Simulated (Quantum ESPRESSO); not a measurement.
**SiPb (Pm-3m): from the cell to the phonon bands**

How does SiPb (Pm-3m) vibrate, and is this structure a minimum?

Main program and level: Quantum ESPRESSO 7.5; DFT LDA, scalar-relativistic, plane waves, PseudoDojo norm-conserving pseudopotentials.

The structure was built from a prototype and need not be the compound's stable phase.

## Step 1: The structure

The structure is cubic, space group Pm-3m (No. 221). Conventional cell: a = 3.522 Å, b = 3.522 Å, c = 3.522 Å, α = 90.00°, β = 90.00°, γ = 90.00°. Pb has 8 Si at 3.05 Å nearest. Nearest to Si lie 8 Pb at 3.05 Å. Farther neighbours are not listed.

## Step 2: A first look

A cheap run with smearing and empty bands tells whether the crystal has a gap, which decides between fixed occupations and smearing later on.

probe.in

```
&CONTROL
  calculation = 'scf'
  prefix      = 'x'
  outdir      = './tmp'
  pseudo_dir  = './pseudo'
  tprnfor     = .true.
  tstress     = .true.
  verbosity   = 'high'
/
&SYSTEM
  ibrav       = 1
  celldm(1)   = 6.65619463
  nat         = 2
  ntyp        = 2
  ecutwfc     = 56.0
  occupations = 'smearing'
  smearing    = 'gaussian'
  degauss     = 0.01
/
&ELECTRONS
  conv_thr         = 1.0d-07
  mixing_beta      = 0.7
  electron_maxstep = 100
/
ATOMIC_SPECIES
 Pb    207.2000  Pb.upf
 Si     28.0850  Si.upf
ATOMIC_POSITIONS crystal
 Pb     0.000000000   0.000000000   0.000000000
 Si     0.500000000   0.500000000   0.500000000
K_POINTS automatic
 6 6 6 0 0 0
```

On the command line:

```bash
> OMP_NUM_THREADS=1 mpirun -n 4 pw.x -nk 4 -in probe.in > probe.out
```

What it wrote:

```text
[banners, grids, parts of the stress and lines that vanish by symmetry left out]
Program PWSCF v.7.5
     bravais-lattice index     =            1
     lattice parameter (alat)  =       6.6562  a.u.
[...]
kinetic-energy cutoff     =      56.0000  Ry
     charge density cutoff     =     224.0000  Ry
     scf convergence threshold =      1.0E-07
[...]
Exchange-correlation= SLA  PW   NOGX NOGC
                           (   1   4   0   0   0   0   0)
[...]
48 Sym. Ops., with inversion, found
[...]
(     0          1          0      )
                  (     0          0          1      )
[...]
(  0.0000000  1.0000000  0.0000000 )
                  (  0.0000000  0.0000000  1.0000000 )
[...]
(     0         -1          0      )
                  (     0          0          1      )
[...]
(  0.0000000 -1.0000000  0.0000000 )
[...]
(     0          0          1      )
                  (     1          0          0      )
[...]
( -1.0000000  0.0000000  0.0000000 )
                  (  0.0000000  1.0000000  0.0000000 )
[...]
number of k points=    20  Gaussian smearing, width (Ry)=  0.0100
[...]
End of self-consistent calculation
[...]
the Fermi energy is    10.9269 ev
!    total energy              =    -148.97321812 Ry
[...]
convergence has been achieved in   6 iterations
[...]
atom    1 type  1   force =     0.00000000    0.00000000    0.00000000
     atom    2 type  2   force =     0.00000000    0.00000000    0.00000000
[...]
Total force =     0.000000     Total SCF correction =     0.000000
[...]
total   stress  (Ry/bohr**3)                   (kbar)     P=       19.31
[...]
XML data file, charge density, pseudopotentials, collected wavefunctions

   JOB DONE.
```

Wall time 2.4 s (4 MPI ranks of Intel Xeon Platinum 8488C (Sapphire Rapids), shared host).

Read from the output:

```yaml
volume_per_atom: 21.85 Å³
pressure: 1.931 GPa
gap_on_the_k_mesh: 0 eV
```

No gap opens on this mesh, so smearing is kept; the start stands at 1.9 GPa.

## Step 3: Relaxing the cell and atoms

The relaxation runs at a cutoff a fifth above that of the response, since stress converges more slowly with the basis than frequencies do. Forces and stress are brought to rest with tight thresholds.

relax.in

```
&CONTROL
  calculation   = 'vc-relax'
  prefix        = 'x'
  outdir        = './tmp'
  pseudo_dir    = './pseudo'
  tprnfor       = .true.
  tstress       = .true.
  forc_conv_thr = 2.0d-05
  etot_conv_thr = 1.0d-07
  nstep         = 40
/
&SYSTEM
  ibrav       = 1
  celldm(1)   = 6.65619463
  nat         = 2
  ntyp        = 2
  ecutwfc     = 67
  occupations = 'smearing'
  smearing    = 'mv'
  degauss     = 0.02
/
&ELECTRONS
  conv_thr         = 1.0d-11
  mixing_beta      = 0.7
  electron_maxstep = 100
/
&IONS
/
&CELL
  press_conv_thr = 0.2
/
ATOMIC_SPECIES
 Pb    207.2000  Pb.upf
 Si     28.0850  Si.upf
ATOMIC_POSITIONS crystal
 Pb     0.000000000   0.000000000   0.000000000
 Si     0.500000000   0.500000000   0.500000000
K_POINTS automatic
 10 10 10 0 0 0
```

On the command line:

```bash
> OMP_NUM_THREADS=1 mpirun -n 4 pw.x -nk 4 -in relax.in > relax.out
```

What it wrote:

```text
[banners, grids, parts of the stress and lines that vanish by symmetry left out]
[banner, memory and clock lines left out]
Program PWSCF v.7.5

[...]
kinetic-energy cutoff     =      67.0000  Ry
     charge density cutoff     =     268.0000  Ry
     scf convergence threshold =      1.0E-11
[...]
energy convergence thresh.=      1.0E-07
     force convergence thresh. =      2.0E-05
     press convergence thresh. =      2.0E-01
     Exchange-correlation= SLA  PW   NOGX NOGC
                           (   1   4   0   0   0   0   0)
[...]
48 Sym. Ops., with inversion, found
[...]
number of k points=    56  Marzari-Vanderbilt smearing, width (Ry)=  0.0200
[...]
End of self-consistent calculation
[...]
the Fermi energy is    11.2278 ev
!    total energy              =    -148.96860389 Ry
[...]
convergence has been achieved in   9 iterations
[...]
atom    1 type  1   force =     0.00000000    0.00000000    0.00000000
     atom    2 type  2   force =     0.00000000    0.00000000    0.00000000
     Total force =     0.000000     Total SCF correction =     0.000000
[...]
total   stress  (Ry/bohr**3)                   (kbar)     P=       15.03
[...]
number of bfgs steps    =   0
[...]
CELL_PARAMETERS (alat=  6.65619463)
[...]
ATOMIC_POSITIONS (crystal)
Pb               0.0000000000        0.0000000000        0.0000000000
Si               0.5000000000        0.5000000000        0.5000000000
[...]
New effective cutoffs (rho, wfc):  265.96   66.65
[...]
End of self-consistent calculation
[...]
the Fermi energy is    11.1080 ev
!    total energy              =    -148.96879430 Ry
[...]
convergence has been achieved in   6 iterations
[...]
atom    1 type  1   force =     0.00000000    0.00000000    0.00000000
     atom    2 type  2   force =     0.00000000    0.00000000    0.00000000
     Total force =     0.000000     Total SCF correction =     0.000000
[...]
total   stress  (Ry/bohr**3)                   (kbar)     P=        9.73
[...]
number of bfgs steps    =   1
[...]
CELL_PARAMETERS (alat=  6.65619463)
[...]
ATOMIC_POSITIONS (crystal)
Pb               0.0000000000        0.0000000000        0.0000000000
Si               0.5000000000        0.5000000000        0.5000000000
[...]
New effective cutoffs (rho, wfc):  264.47   66.28
[...]
End of self-consistent calculation
[...]
the Fermi energy is    10.9776 ev
!    total energy              =    -148.96891205 Ry
[...]
convergence has been achieved in   8 iterations
[...]
atom    1 type  1   force =     0.00000000    0.00000000    0.00000000
     atom    2 type  2   force =     0.00000000    0.00000000    0.00000000
     Total force =     0.000000     Total SCF correction =     0.000000
[...]
total   stress  (Ry/bohr**3)                   (kbar)     P=        4.14
[...]
number of bfgs steps    =   2
[...]
CELL_PARAMETERS (alat=  6.65619463)
[...]
ATOMIC_POSITIONS (crystal)
[...]
New effective cutoffs (rho, wfc):  263.37   66.00
[...]
End of self-consistent calculation
[...]
the Fermi energy is    10.8813 ev
!    total energy              =    -148.96893899 Ry
[...]
convergence has been achieved in   7 iterations
[...]
atom    1 type  1   force =     0.00000000    0.00000000    0.00000000
     atom    2 type  2   force =     0.00000000    0.00000000    0.00000000
     Total force =     0.000000     Total SCF correction =     0.000000
[...]
total   stress  (Ry/bohr**3)                   (kbar)     P=        0.11
[...]
number of bfgs steps    =   3
[...]
CELL_PARAMETERS (alat=  6.65619463)
[...]
ATOMIC_POSITIONS (crystal)
[...]
New effective cutoffs (rho, wfc):  263.34   65.99
[...]
End of self-consistent calculation
[...]
the Fermi energy is    10.8787 ev
!    total energy              =    -148.96893901 Ry
[...]
convergence has been achieved in   4 iterations
[...]
atom    1 type  1   force =     0.00000000    0.00000000    0.00000000
     atom    2 type  2   force =     0.00000000    0.00000000    0.00000000
     Total force =     0.000000     Total SCF correction =     0.000000
[...]
total   stress  (Ry/bohr**3)                   (kbar)     P=        0.00
[...]
bfgs converged in   5 scf cycles and   4 bfgs steps
[...]
End of BFGS Geometry Optimization
     Final enthalpy           =    -148.9689390133 Ry
     File ./tmp/x.bfgs deleted, as requested
[...]
CELL_PARAMETERS (alat=  6.65619463)
[...]
ATOMIC_POSITIONS (crystal)
Pb               0.0000000000        0.0000000000        0.0000000000
Si               0.5000000000        0.5000000000        0.5000000000
[...]
Final scf calculation at the relaxed structure.
[...]
kinetic-energy cutoff     =      67.0000  Ry
     charge density cutoff     =     268.0000  Ry
     scf convergence threshold =      1.0E-13
[...]
press convergence thresh. =      2.0E-01
     Exchange-correlation= SLA  PW   NOGX NOGC
                           (   1   4   0   0   0   0   0)
[...]
48 Sym. Ops., with inversion, found
[...]
number of k points=    56  Marzari-Vanderbilt smearing, width (Ry)=  0.0200
[...]
c_bands:  3 eigenvalues not converged
     c_bands:  1 eigenvalues not converged
     c_bands:  2 eigenvalues not converged
     c_bands:  1 eigenvalues not converged
[...]
End of self-consistent calculation
[...]
the Fermi energy is    10.8787 ev
!    total energy              =    -148.96893984 Ry
[...]
convergence has been achieved in  10 iterations
[...]
atom    1 type  1   force =     0.00000000    0.00000000    0.00000000
     atom    2 type  2   force =     0.00000000    0.00000000    0.00000000
     Total force =     0.000000     Total SCF correction =     0.000000
[...]
total   stress  (Ry/bohr**3)                   (kbar)     P=        0.01
[...]
XML data file, charge density, pseudopotentials, collected wavefunctions
```

Run time: 25 s. Hardware: 4 MPI ranks.

Step by step:

| step | energy less that of the first step (eV) | largest force (eV/Å) | pressure (GPa) | volume (Å³) |
| --- | --- | --- | --- | --- |
| 1 | 0.0000 | 0.0000 | 1.50 | 43.70 |
| 2 | -0.0026 | 0.0000 | 0.97 | 44.04 |
| 3 | -0.0042 | 0.0000 | 0.41 | 44.41 |
| 4 | -0.0046 | 0.0000 | 0.01 | 44.69 |
| 5 | -0.0046 | 0.0000 | 0.00 | 44.69 |
| 6 | -0.0046 | 0.0000 | 0.00 | 44.69 |

| conventional cell, symmetrised | before | after | change |
| --- | --- | --- | --- |
| a (Å) | 3.522 | 3.549 | +0.8 % |
| b (Å) | 3.522 | 3.549 | +0.8 % |
| c (Å) | 3.522 | 3.549 | +0.8 % |
| volume (Å³/atom) | 21.85 | 22.35 | +2.3 % |

The relaxed structure:

```
CELL_PARAMETERS angstrom
3.54878 0.00000 0.00000
0.00000 3.54878 0.00000
0.00000 0.00000 3.54878
ATOMIC_POSITIONS crystal
Pb 0.00000 0.00000 0.00000
Si 0.50000 0.50000 0.50000
```

The last row of the table of steps is pw.x's closing run on a basis chosen anew for the final cell, so its energy can jump.

This step gave:

```
volume per atom : 22.35 Å³
pressure        : 0.001 GPa
```

The volume changes by +2.3 % from the cell with which this run began.

## Step 4: Ground state

The response is built on this ground state, so it is converged far tighter than an energy would need. Smearing stays on, as the first look found no gap above 0.3 eV.

scf.in

```
&CONTROL
  calculation = 'scf'
  prefix      = 'x'
  outdir      = './tmp'
  pseudo_dir  = './pseudo'
  tprnfor     = .true.
  tstress     = .true.
/
&SYSTEM
  ibrav       = 1
  celldm(1)   = 6.70622296
  nat         = 2
  ntyp        = 2
  ecutwfc     = 56.0
  occupations = 'smearing'
  smearing    = 'mv'
  degauss     = 0.02
/
&ELECTRONS
  conv_thr         = 1.0d-12
  mixing_beta      = 0.7
  electron_maxstep = 100
/
ATOMIC_SPECIES
 Pb    207.2000  Pb.upf
 Si     28.0850  Si.upf
ATOMIC_POSITIONS crystal
 Pb     0.000000000   0.000000000   0.000000000
 Si     0.500000000   0.500000000   0.500000000
K_POINTS automatic
 10 10 10 0 0 0
```

On the command line:

```bash
> OMP_NUM_THREADS=1 mpirun -n 4 pw.x -nk 4 -in scf.in > scf.out
```

What it wrote:

```text
[banners, grids, parts of the stress and lines that vanish by symmetry left out]
[banner, memory and clock lines left out]
Program PWSCF v.7.5

[...]
kinetic-energy cutoff     =      56.0000  Ry
     charge density cutoff     =     224.0000  Ry
     scf convergence threshold =      1.0E-12
[...]
Exchange-correlation= SLA  PW   NOGX NOGC
                           (   1   4   0   0   0   0   0)
[...]
48 Sym. Ops., with inversion, found
[...]
number of k points=    56  Marzari-Vanderbilt smearing, width (Ry)=  0.0200
[...]
End of self-consistent calculation
[...]
the Fermi energy is    10.8787 ev
!    total energy              =    -148.96890160 Ry
[...]
convergence has been achieved in   9 iterations
[...]
atom    1 type  1   force =     0.00000000    0.00000000    0.00000000
     atom    2 type  2   force =     0.00000000    0.00000000    0.00000000
     Total force =     0.000000     Total SCF correction =     0.000000
[...]
total   stress  (Ry/bohr**3)                   (kbar)     P=       -0.02
[...]
XML data file, charge density, pseudopotentials, collected wavefunctions
```

Elapsed: 5.1 s, on 4 MPI ranks; 19 s of CPU time.

Numbers from this step:

```
pressure : -0.002 GPa
```

The cell stands at -0.002 GPa, close enough for phonons.

(Part 1 of 3 ends here.)

[Host names and launcher messages were left out of these logs when they were recorded.]

[Logs are printed without paths, hosts, clocks, repeated set-up lines and the standing remarks that a program may print on its own settings, such as how far it seeks lower states.]

[Hosts, paths, dates, database ids (printed as entryN), source tags and the programs' standing remarks are cut or masked in the printed files.]
